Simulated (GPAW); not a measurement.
# Local fields, kernels and plasmons in CsCu2I3 (Cmcm), part 2 of 2

Aim: ε(ω) and the loss function of CsCu2I3 (Cmcm), with and without local fields, at several momentum transfers.

GPAW 26.7.0; LDA and many-body steps on it, plane waves.

So far. Step 4 (ALDA response): The static value is 4.57. Step 5 (RPA response, local-field cutoff (4×4×4 mesh, 563 …): The static value is 4.42.

The database entry behind the starting cell differs from other determinations, so it need not match the best structure at room temperature.

## 6. RPA response, fewer bands (4×4×4 mesh, 57 bands, screening to 50 eV, broadening 0.2 eV)

Level of this step: linear response, RPA, on LDA, plane waves, PAW (GPAW).

Contents of run.py:

```python
import json
import numpy as np
from gpaw.mpi import world
from gpaw.response.df import DielectricFunction

df = DielectricFunction('full.gpw',
    ecut=50,
    nbands=57,
    eta=0.2,
    frequencies={'type': 'nonlinear', 'domega0': 0.05, 'omega2': 10.0},
    intraband=False,
    txt='df.txt')
res = {'optical': {}, 'eels': []}
for d in 'xyz':
    y0, y = df.get_dielectric_function(direction=d, xc='RPA', filename=None)
    res['optical'][d] = [y0.real, y0.imag, y.real, y.imag]
res['w'] = df.get_frequencies()
for q_c in []:
    res['eels'].append(df.get_eels_spectrum(q_c=q_c, xc='RPA', filename=None))

if world.rank == 0:
    with open('result.json', 'w') as f:
        json.dump(res, f, default=lambda x: x.tolist())
```

On the command line:

```
$ mpirun -n 8 gpaw python run.py
```

Output:

```text
Using integrator: PointIntegrator
NonLinearFrequencyDescriptor(from 0.000 to 25.921 eV, 251 points)
Nonperiodic BCs:  [False False False]
Using integrator: PointIntegrator
NonLinearFrequencyDescriptor(from 0.000 to 25.921 eV, 251 points)
Nonperiodic BCs:  [False False False]

Calculating chi0 body with:
    Ground state adapter containing:
    Number of spins: 1
    Number of kpoints: 64
    Number of irreducible kpoints: 24
    Number of completely occupied states: 52
    Number of partially occupied states: 52
    Occupied states memory: 63.984375 M / cpu

[...]
Ground state adapter containing:
    Number of spins: 1
    Number of kpoints: 64
    Number of irreducible kpoints: 24
    Number of completely occupied states: 52
    Number of partially occupied states: 52
    Occupied states memory: 63.984375 M / cpu

    Linear response parametrization:
    Number of frequency points: 251
    Planewave cutoff: 50.0
    Number of bands: 57
    Number of planewaves: 331
    Broadening (eta): 0.2
Integrating chi0 head and wings.

Symmetries of q_c:
    Direct symmetries (Uq -> q): 4
    Indirect symmetries (TUq -> q): 0
In total 4 allowed symmetries.

  [... matrices ...]
24 groups of equivalent kpoints. 62.5% reduction.

Integral kind: spectral function wings
```

The job ended after 8.9 s (8 MPI ranks of AMD EPYC 9R45, shared host; peak memory 10 GiB; 70 s of CPU time).

Read from the output:

* ε at zero frequency: 2.645
* the same without local fields: 2.833

## 7. RPA response, scissors (4×4×4 mesh, 563 bands, screening to 50 eV, broadening 0.2 eV)

Changes to run.py since step 6:

```diff
@@ -7,3 +7,3 @@
     ecut=50,
-    nbands=57,
+    nbands=563,
     eta=0.2,
@@ -11,2 +11,3 @@
     intraband=False,
+    eshift=1.5,
     txt='df.txt')
```

On the command line:

```
$ mpirun -n 8 gpaw python run.py
```

Output:

```text
Using integrator: PointIntegrator
NonLinearFrequencyDescriptor(from 0.000 to 82.956 eV, 375 points)
Nonperiodic BCs:  [False False False]
Using integrator: PointIntegrator
NonLinearFrequencyDescriptor(from 0.000 to 82.956 eV, 375 points)
Nonperiodic BCs:  [False False False]

Calculating chi0 body with:
    Ground state adapter containing:
    Number of spins: 1
    Number of kpoints: 64
    Number of irreducible kpoints: 24
    Number of completely occupied states: 52
    Number of partially occupied states: 52
    Occupied states memory: 63.984375 M / cpu

[...]
Ground state adapter containing:
    Number of spins: 1
    Number of kpoints: 64
    Number of irreducible kpoints: 24
    Number of completely occupied states: 52
    Number of partially occupied states: 52
    Occupied states memory: 63.984375 M / cpu

    Linear response parametrization:
    Number of frequency points: 375
    Planewave cutoff: 50.0
    Number of bands: 563
    Number of planewaves: 331
    Broadening (eta): 0.2
Integrating chi0 head and wings.

Symmetries of q_c:
    Direct symmetries (Uq -> q): 4
    Indirect symmetries (TUq -> q): 0
In total 4 allowed symmetries.

  [... matrices ...]
24 groups of equivalent kpoints. 62.5% reduction.

Integral kind: spectral function wings
```

The job ended after 87 s (8 MPI ranks; peak memory 20 GiB).

This step gave:

```yaml
eps_at_zero_frequency: 3.670
the_same_without_local_fields: 4.292
```

The static value is 3.67.

The ε₂ has structure finer than the step of the table below, so its rows give means over 2 eV. Peaks (eV: height): xx, no local fields 7.8: 7.71; xx, local fields 8.0: 5.18; yy, no local fields 7.8: 7.75; yy, local fields 8.2: 4.73; zz, no local fields 8.0: 8.65.

RPA, broadening 0.2 eV. The ε₂ by photon energy; means over each step:

```tsv
photon energy (eV)	xx, no local fields	xx, local fields	yy, no local fields	yy, local fields	zz, no local fields	zz, local fields
2	0.0915	0.0749	0.0848	0.0647	0.0773	0.0654
4	1.30	1.08	1.42	1.12	1.04	0.902
6	3.85	2.79	3.55	2.36	4.26	3.45
8	6.33	4.48	6.47	4.21	6.83	5.25
10	3.23	2.91	3.05	2.95	3.12	2.88
12	1.63	1.83	1.67	1.92	1.60	1.69
14	1.61	1.26	1.72	1.33	1.43	1.07
16	1.43	0.954	1.46	0.987	1.43	0.919
18	0.726	0.809	0.681	0.809	0.714	0.834
20	0.444	0.561	0.432	0.532	0.415	0.535
22	0.320	0.440	0.358	0.449	0.305	0.405
24	0.230	0.361	0.234	0.415	0.224	0.335
26	0.182	0.317	0.173	0.341	0.183	0.292
28	0.135	0.278	0.127	0.271	0.135	0.260
30	0.100	0.216	0.101	0.213	0.103	0.205
32	0.0816	0.177	0.0807	0.176	0.0830	0.174
34	0.0676	0.140	0.0658	0.139	0.0671	0.141
36	0.0551	0.108	0.0540	0.103	0.0515	0.0982
38	0.0450	0.0800	0.0460	0.0818	0.0451	0.0774
```

## 8. RPA response, more bands than the file holds (4×4×4 mesh, 1689 bands, screening to 30 eV, broadening 0.2 eV)

Changes to run.py since step 7:

```diff
@@ -6,4 +6,4 @@
 df = DielectricFunction('full.gpw',
-    ecut=50,
-    nbands=563,
+    ecut=30,
+    nbands=1689,
     eta=0.2,
@@ -11,3 +11,2 @@
     intraband=False,
-    eshift=1.5,
     txt='df.txt')
```

On the command line:

```
$ mpirun -n 8 gpaw python run.py
```

Output:

```text

--- the script ended with ---
AssertionError: (1689, 656)
```

The job ended after 14 s (8 MPI ranks; peak memory 2.1 GiB; 21 s of CPU time).

The run stopped with an error after 14 s.

The fault put into this input: more bands than the file holds.

## 9. The runs together

Times are wall times on 8 MPI ranks of AMD EPYC 9R45, shared host, good to a factor of about two.

```tsv
run	ε(0)	without local fields	loss peak (eV)	time
RPA response	4.31	5.16	-	7.1 min
ALDA response	4.57	5.16	-	3.5 min
RPA response, local-field cutoff (4×4×4 mesh, 563 bands, screening to 15 eV, broadening 0.2 eV)	4.42	5.16	-	2.7 min
RPA response, fewer bands (4×4×4 mesh, 57 bands, screening to 50 eV, broadening 0.2 eV)	2.64	2.83	-	8.9 s
RPA response, scissors (4×4×4 mesh, 563 bands, screening to 50 eV, broadening 0.2 eV)	3.67	4.29	-	87 s
```

## 10. Outcome

| Quantity | Value |
| --- | --- |
| RPA response | ε(0) 4.31 |
| ALDA response | ε(0) 4.57 |
| RPA response, local-field cutoff (4×4×4 mesh, 563 bands, screening to 15 eV, broadening 0.2 eV) | ε(0) 4.42 |
| RPA response, fewer bands (4×4×4 mesh, 57 bands, screening to 50 eV, broadening 0.2 eV) | ε(0) 2.64 |
| RPA response, scissors (4×4×4 mesh, 563 bands, screening to 50 eV, broadening 0.2 eV) | ε(0) 3.67 |

In words: In the optical limit the electronic ε(0) is 4.31, against 5.16 without local fields. ALDA response: ε(0) = 4.57. RPA response, local-field cutoff (4×4×4 mesh, 563 bands, screening to 15 eV, broadening 0.2 eV): ε(0) = 4.42. RPA response, fewer bands (4×4×4 mesh, 57 bands, screening to 50 eV, broadening 0.2 eV): ε(0) = 2.64. RPA response, scissors (4×4×4 mesh, 563 bands, screening to 50 eV, broadening 0.2 eV): ε(0) = 3.67. ε(0) converges slowly with a Γ-centred mesh, and this one is not shown settled. Unless a shift is named, the levels are those of the density functional, and only a kernel with a long-range part can bind an exciton.

[Long decimals in the printed logs are rounded to 6 places.]

[Logs are printed without paths, hosts, clocks, repeated set-up lines and the standing remarks that a program may print on its own settings, such as how far it seeks lower states.]

[Paths, hosts, dates, memory and timing lines, banners, echoed tables and standing remarks are left out of the program output; an Ansatz launch command may be rebuilt from the run's recorded settings. Measured values are a selection of at most five: reports struck by readers or far from the other reports are left out. None is set beside runs whose start may be inverted or whose files or cutoffs have a known fault.]

[Runs of the session that timed out or met a known fault of the program may be left out.]

[Hosts, paths, dates, database ids (printed as entryN), source tags and the programs' standing remarks are cut or masked in the printed files.]

[Where the starting crystal was built by hand or by swapping elements, it need not be the compound's stable phase.]
